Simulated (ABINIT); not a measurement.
# ZnS (P6_3mc): how ε∞ follows the gap

The empty bands of ZnS (P6_3mc) are shifted up rigidly by Δ, and ε∞ along x is computed for each shift. x, y and z are the Cartesian axes of the input cell.

Symmetry: P6_3mc, No. 186, hexagonal system. The conventional cell has a = 3.811 Å, b = 3.811 Å, c = 6.234 Å, α = 90.00°, β = 90.00°, γ = 120.00°. Around Zn on site b lie 4 S at 2.31 to 2.40 Å. S on site b is surrounded by 4 Zn at 2.31 to 2.40 Å.

Method: ABINIT 10.8.3, LDA, independent particles, k-mesh 12×12×6, Lorentzian half width 0.04 eV.

Launch of the response step: `optic optic.abi`. The series took 14.8 min in all, its band step included, on 4 threads of AMD EPYC (Zen 3), with other jobs on the host.

```tsv
Δ (eV)	ε∞ along x
0.00	6.535
0.40	?
0.80	5.861
1.20	5.588
1.60	5.346
2.00	5.131
```

With one effective transition at E₀ and fixed dipole strength, ε∞ − 1 = A/(E₀ + Δ), so 1/(ε∞ − 1) is linear in Δ.

Working, on the rows shown:

| x = Δ (eV) | y = 1/(ε∞ − 1) |
| --- | --- |
| 0 | 0.180668 |
| 0.8 | 0.205719 |
| 1.2 | 0.21796 |
| 1.6 | 0.230097 |
| 2 | 0.242072 |

Means: x̄ = 1.12, ȳ = 0.2153. Σ(x − x̄)(y − ȳ) = 0.07273, Σ(x − x̄)² = 2.368. Slope = 0.07273 / 2.368 = 0.03071; intercept = ȳ − slope · x̄ = 0.1809. Turned back into ε∞ along x, the line misses the rows shown by at most 0.0072.

What does the fit predict for the withheld row, and how well does it do?

At x = 0.4 the line gives y = 0.19319, that is 6.176. The run gave 6.174, so the interpolation is off by 0.0023, 0.2 % of the range in the table.

Refitted with all rows, the slope is 0.03069 and the intercept 0.18094. These give E₀ = intercept/slope = 5.9 eV, far above the least direct gap of 1.99 eV: most of the screening comes from transitions well over the edge. Over the first step ε∞ falls by 14 % per eV. The cell comes from an older database entry, whose edges can be off by a per cent or so. Excitons are left out and so are local fields; LDA gaps are as a rule too small. The values come from a sum over the points of one k-mesh and carry its error, which grows as the direct gap shrinks.

[Logs are printed without paths, hosts, clocks, repeated set-up lines and the standing remarks that a program may print on its own settings, such as how far it seeks lower states.]
